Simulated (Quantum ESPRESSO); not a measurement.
## Collinear magnetic orders of V3Sb2 with Quantum ESPRESSO

A self-consistent run ends on one state, which hangs on the start. Several orders of V3Sb2 are started in Quantum ESPRESSO and their energies compared.

Calculated with Quantum ESPRESSO 7.5; PBEsol; plane waves with GBRV 1.5 PBEsol potentials, no spin-orbit coupling.

### 1. The starting structure

The structure is trigonal, space group R-3m (No. 166). Conventional cell: a = 5.505 Å, b = 5.505 Å, c = 20.327 Å, α = 90.00°, β = 90.00°, γ = 120.00°. V has 6 V at 2.62 to 2.89 Å and 5 Sb at 2.75 to 2.83 Å nearest. Sb has 9 V at 2.75 to 2.83 Å nearest. Nearest to Sb lie 6 V at 2.75 to 2.77 Å. Farther neighbours are not listed.

Coordinates:

```cif
data_structure
_symmetry_space_group_name_H-M 'R-3m:H'
_symmetry_Int_Tables_number 166
_cell_length_a 5.5051
_cell_length_b 5.5051
_cell_length_c 20.3273
_cell_angle_alpha 90.000
_cell_angle_beta 90.000
_cell_angle_gamma 120.000
_cell_volume 533.50
loop_
_atom_site_label
_atom_site_type_symbol
_atom_site_symmetry_multiplicity
_atom_site_Wyckoff_symbol
_atom_site_fract_x
_atom_site_fract_y
_atom_site_fract_z
_atom_site_occupancy
V1 V 18 h 0.82512 0.17488 0.77772 1
Sb1 Sb 6 c 0.33333 0.66667 0.77641 1
Sb2 Sb 6 c 0.33333 0.66667 0.99778 1
```

The cell comes from Materials Project 2023-11-01, a database of computed structures, and need not be the stable phase.

### 2. Start 1: ferro ++++++

The signs are those of the starting moments on the seeded atoms, the atoms that are given a moment.

Contents of pw.in:

```
&CONTROL
  calculation = 'scf'
  prefix = 'pwscf'
  outdir = './tmp'
  pseudo_dir = './pseudo'
  disk_io = 'nowf'
/
&SYSTEM
  ibrav = 0
  nat = 10
  ntyp = 2
  ecutwfc = 40
  ecutrho = 280
  nbnd = 90
  occupations = 'smearing'
  smearing = 'fd'
  degauss = 0.00734986
  nspin = 2
  starting_magnetization(1) = 0.1154
  starting_magnetization(2) = 0
/
&ELECTRONS
  conv_thr = 2d-08
  electron_maxstep = 150
  mixing_beta = 0.3
/
ATOMIC_SPECIES
V      50.9415 v_pbesol_v1.4.uspp.F.UPF
Sb    121.7600 sb_pbesol_v1.4.uspp.F.UPF
CELL_PARAMETERS angstrom
   2.7525426209    1.5891812232    6.7757537157
  -2.7525426209    1.5891812232    6.7757537157
   0.0000000000   -3.1783624463    6.7757537157
ATOMIC_POSITIONS crystal
V       0.6028366100    0.1274830000    0.6028366100
V       0.6028366100    0.6028366100    0.1274830000
V       0.1274830000    0.6028366100    0.6028366100
V       0.8725170000    0.3971633900    0.3971633900
V       0.3971633900    0.8725170000    0.3971633900
V       0.3971633900    0.3971633900    0.8725170000
Sb      0.1097455600    0.1097455600    0.1097455600
Sb      0.8902544400    0.8902544400    0.8902544400
Sb      0.3311160700    0.3311160700    0.3311160700
Sb      0.6688839300    0.6688839300    0.6688839300
K_POINTS automatic
6 6 6 0 0 0
```

Launch:

```sh
> OMP_NUM_THREADS=1 mpirun -n 4 pw.x -nk 4 -in pw.in > pw.out
```

The log of the run:

```text
Program PWSCF v.7.5 starts

     Message from routine setup:
     using ibrav=0 with symmetry is DISCOURAGED, use correct ibrav instead

     K-points division:     npool     =       4
     Subspace diagonalization in iterative solution of the eigenvalue problem:

     G-vector sticks info
     --------------------
     sticks:   dense  smooth     PW     G-vecs:    dense   smooth      PW
     Sum        3049    1733    523                95025    40935    6737

     Using Slab Decomposition

     bravais-lattice index     =            0
     lattice parameter (alat)  =      14.1430  a.u.
     unit-cell volume          =    1200.0876 (a.u.)^3
     number of atoms/cell      =           10
     number of atomic types    =            2
     number of electrons       =       138.00
     number of Kohn-Sham states=           90
     kinetic-energy cutoff     =      40.0000  Ry
     charge density cutoff     =     280.0000  Ry
     scf convergence threshold =      2.0E-08
     mixing beta               =       0.3000
     number of iterations used =            8  plain     mixing
     Exchange-correlation= SLA  PW   PSX  PSC
                           (   1   4  10   8   0   0   0)

     celldm(1)=  14.143035  celldm(2)=   0.000000  celldm(3)=   0.000000
     celldm(4)=   0.000000  celldm(5)=   0.000000  celldm(6)=   0.000000

     crystal axes: (cart. coord. in units of alat)
               a(1) = (   0.367782   0.212339   0.905345 )
               a(2) = (  -0.367782   0.212339   0.905345 )
               a(3) = (   0.000000  -0.424678   0.905345 )

     reciprocal axes: (cart. coord. in units 2 pi/alat)
               b(1) = (  1.359502  0.784909  0.368184 )
               b(2) = ( -1.359502  0.784909  0.368184 )
               b(3) = ( -0.000000 -1.569817  0.368184 )

     PseudoPot. # 1 for V  read from file:
     v_pbesol_v1.4.uspp.F.UPF
     Pseudo is Ultrasoft + core correction, Zval = 13.0
     Generated by new atomic code, or converted to UPF format
     Using radial grid of  853 points,  6 beta functions with:
                l(1) =   0
                l(2) =   0
                l(3) =   1
                l(4) =   1
                l(5) =   2
                l(6) =   2
     Q(r) pseudized with  8 coefficients,  rinner =    1.100   1.100   1.100
                                                       1.100   1.100

     PseudoPot. # 2 for Sb read from file:
     sb_pbesol_v1.4.uspp.F.UPF
     Pseudo is Ultrasoft + core correction, Zval = 15.0
     Generated by new atomic code, or converted to UPF format
     Using radial grid of  891 points,  6 beta functions with:
                l(1) =   0
                l(2) =   0
                l(3) =   1
                l(4) =   1
                l(5) =   2
                l(6) =   2
     Q(r) pseudized with  8 coefficients,  rinner =    1.350   1.350   1.350
                                                       1.350   1.350

     atomic species   valence    mass     pseudopotential
     V                13.00    50.94150     V ( 1.00)
     Sb               15.00   121.76000     Sb( 1.00)

     Starting magnetic structure
     atomic species   magnetization
     V               0.115
     Sb              0.000

     12 Sym. Ops., with inversion, found

   Cartesian axes

     site n.     atom                  positions (alat units)
         1        V      tau(   1) = (   0.1748264  -0.1009361   1.2069657  )
         2        V      tau(   2) = (   0.0000000   0.2018722   1.2069657  )
         3        V      tau(   3) = (  -0.1748264  -0.1009361   1.2069657  )
         4        V      tau(   4) = (   0.1748264   0.1009361   1.5090679  )
         5        V      tau(   5) = (  -0.1748264   0.1009361   1.5090679  )
         6        V      tau(   6) = (  -0.0000000  -0.2018722   1.5090679  )
         7        Sb     tau(   7) = (  -0.0000000   0.0000000   0.2980726  )
         8        Sb     tau(   8) = (  -0.0000000   0.0000000   2.4179609  )
         9        Sb     tau(   9) = (   0.0000000   0.0000000   0.8993223  )
        10        Sb     tau(  10) = (   0.0000000   0.0000000   1.8167112  )

     number of k points=    32  Fermi-Dirac smearing, width (Ry)=  0.0073
                       cart. coord. in units 2pi/alat
        k(    1) = (   0.0000000   0.0000000   0.0000000), wk =   0.0046296
        k(    2) = (  -0.0000000  -0.2616362   0.0613640), wk =   0.0277778
        k(    3) = (  -0.0000000  -0.5232724   0.1227280), wk =   0.0277778
        k(    4) = (   0.0000000   0.7849086  -0.1840920), wk =   0.0138889
        k(    5) = (  -0.2265836  -0.1308181   0.1227280), wk =   0.0277778
        [... 27 further k-points ...]

     Dense  grid:    95025 G-vectors     FFT dimensions: (  75,  75,  75)

     Smooth grid:    40935 G-vectors     FFT dimensions: (  60,  60,  60)

     Check: negative core charge=   -0.000004
     Generating pointlists ...
     new r_m :   0.1442 (alat units)  2.0399 (a.u.) for type    1
     new r_m :   0.1518 (alat units)  2.1466 (a.u.) for type    2

     Initial potential from superposition of free atoms

     starting charge     133.9931, renormalised to     138.0000

     negative rho (up, down):  2.339E-03 1.851E-03
     Starting wfcs are   96 randomized atomic wfcs

     Self-consistent Calculation

     iteration #  1     ecut=    40.00 Ry     beta= 0.30
     Davidson diagonalization with overlap
     ethr =  1.00E-02,  avg # of iterations =  3.9

     negative rho (up, down):  2.944E-03 3.280E-03

     total energy              =   -1607.49817083 Ry
     estimated scf accuracy    <       5.25708459 Ry

     total magnetization       =     2.81 Bohr mag/cell
     absolute magnetization    =     3.33 Bohr mag/cell

     iteration #  2     ecut=    40.00 Ry     beta= 0.30
     Davidson diagonalization with overlap
     ethr =  3.81E-03,  avg # of iterations =  2.2

     negative rho (up, down):  2.514E-03 3.415E-03

     total energy              =   -1608.11501724 Ry
     estimated scf accuracy    <       2.24135534 Ry

     total magnetization       =     3.15 Bohr mag/cell
     absolute magnetization    =     3.71 Bohr mag/cell

     iteration #  3     ecut=    40.00 Ry     beta= 0.30
     Davidson diagonalization with overlap
     ethr =  1.62E-03,  avg # of iterations =  2.0

     negative rho (up, down):  2.214E-03 3.995E-03

     total energy              =   -1608.36410425 Ry
     estimated scf accuracy    <       0.25992543 Ry

     total magnetization       =     2.72 Bohr mag/cell
     absolute magnetization    =     3.28 Bohr mag/cell

     [... further iterations left out ...]

     iteration # 13     ecut=    40.00 Ry     beta= 0.30
     Davidson diagonalization with overlap
     ethr =  2.79E-09,  avg # of iterations =  3.7

     negative rho (up, down):  2.882E-03 2.878E-03

     total energy              =   -1608.43202253 Ry
     estimated scf accuracy    <       0.00000050 Ry

     total magnetization       =     0.01 Bohr mag/cell
     absolute magnetization    =     0.01 Bohr mag/cell

     iteration # 14     ecut=    40.00 Ry     beta= 0.30
     Davidson diagonalization with overlap
     ethr =  3.62E-10,  avg # of iterations =  2.7

     negative rho (up, down):  2.881E-03 2.878E-03

     total energy              =   -1608.43202307 Ry
     estimated scf accuracy    <       0.00000013 Ry

     total magnetization       =     0.00 Bohr mag/cell
     absolute magnetization    =     0.00 Bohr mag/cell

     iteration # 15     ecut=    40.00 Ry     beta= 0.30
     Davidson diagonalization with overlap
     ethr =  9.34E-11,  avg # of iterations =  3.0

     negative rho (up, down):  2.879E-03 2.879E-03

     total energy              =   -1608.43202322 Ry
     estimated scf accuracy    <       0.00000003 Ry

     total magnetization       =    -0.00 Bohr mag/cell
     absolute magnetization    =     0.00 Bohr mag/cell

     iteration # 16     ecut=    40.00 Ry     beta= 0.30
     Davidson diagonalization with overlap
     ethr =  1.98E-11,  avg # of iterations =  3.1

     negative rho (up, down):  2.880E-03 2.879E-03

     Magnetic moment per site  (integrated on atomic sphere of radius R)
     atom   1 (R=0.144)  charge= 11.3044  magn= -0.0002
     atom   2 (R=0.144)  charge= 11.3044  magn= -0.0002
     atom   3 (R=0.144)  charge= 11.3044  magn= -0.0002
     atom   4 (R=0.144)  charge= 11.3044  magn= -0.0002
     atom   5 (R=0.144)  charge= 11.3044  magn= -0.0002
     atom   6 (R=0.144)  charge= 11.3044  magn= -0.0002
     atom   7 (R=0.152)  charge= 12.4924  magn=  0.0000
     atom   8 (R=0.152)  charge= 12.4924  magn=  0.0000
     atom   9 (R=0.152)  charge= 12.4370  magn=  0.0000
     atom  10 (R=0.152)  charge= 12.4370  magn=  0.0000

     End of self-consistent calculation

     [... lines left out ...]
     the Fermi energy is    14.9085 ev

!    total energy              =   -1608.43202325 Ry
     estimated scf accuracy    <          5.1E-09 Ry
     smearing contrib. (-TS)   =      -0.02068480 Ry
     internal energy E=F+TS    =   -1608.41133844 Ry

     The total energy is F=E-TS. E is the sum of the following terms:
     one-electron contribution =    -655.37118515 Ry
     hartree contribution      =     402.78735348 Ry
     xc contribution           =    -291.70656055 Ry
     ewald contribution        =   -1064.12094622 Ry

     total magnetization       =    -0.00 Bohr mag/cell
     absolute magnetization    =     0.00 Bohr mag/cell

     convergence has been achieved in  16 iterations

=------------------------------------------------------------------------------=
   JOB DONE.
=------------------------------------------------------------------------------=
```

It took 3.2 min on 4 MPI ranks of AMD EPYC 9R14 (Zen 4), shared host; peak memory 1.3 GiB; 13 min of CPU time.

Spin moment in the atom's sphere by atom:

| atom | spin moment in the atom's sphere (μB) |
| --- | --- |
| V1 | -0.0002 |
| V2 | -0.0002 |
| V3 | -0.0002 |
| V4 | -0.0002 |
| V5 | -0.0002 |
| V6 | -0.0002 |
| Sb7 | 0.0000 |
| Sb8 | 0.0000 |
| Sb9 | 0.0000 |
| Sb10 | 0.0000 |

Read from the output:

* smearing term TS: 0.2814 eV
* magnetization: 0 μB
* absolute magnetization: 0 μB
* final state: non-magnetic

Valence density in the ac plane of the conventional cell at fractional y = 0.000, with atoms of V and Sb within 0.2 Å of it. It is the smooth field of the valence electrons, not physical close to the nuclei.

Ten steps, logarithmic in the rise over the least value, from '0' (0 e/Å³) to '9' (12 e/Å³), each cell a mean:
```
000001111100000
542112354211235
984224899622369
643222465322235
222222222222222
112332222233321
332111111111223
974210000011369
863210000011257
222211111112222
223442221234432
122222111123221
222332111223322
223442212234432
322211111111223
974210000011368
874210000011358
222211111112222
122332222233321
222222222222222
753223677422247
984224888622369
332111233211123
000001121100000
```
Columns run along a (5.5 Å), rows up along c (20.3 Å), edges of the conventional cell, whose origin can differ from the input's. Atoms in or near the plane, at fractional coordinates: V at (0.49, 0.11), V at (0.51, 0.89), Sb at (0.00, 0.11), Sb at (0.00, 0.89), Sb at (0.00, 0.33), Sb at (0.00, 0.67).

[end of part 1 of 2]

[Logs and program files are shortened in this print: banners, set-up blocks, solver, clock and traceback lines can be left out without a mark of their own.]

[Logs are printed without paths, hosts, clocks, repeated set-up lines and the standing remarks that a program may print on its own settings, such as how far it seeks lower states.]

[Hosts, paths, dates, database ids (printed as entryN), source tags and the programs' standing remarks are cut or masked in the printed files.]

[Where a cell is said to come from a database of computed structures, the database is the Materials Project.]
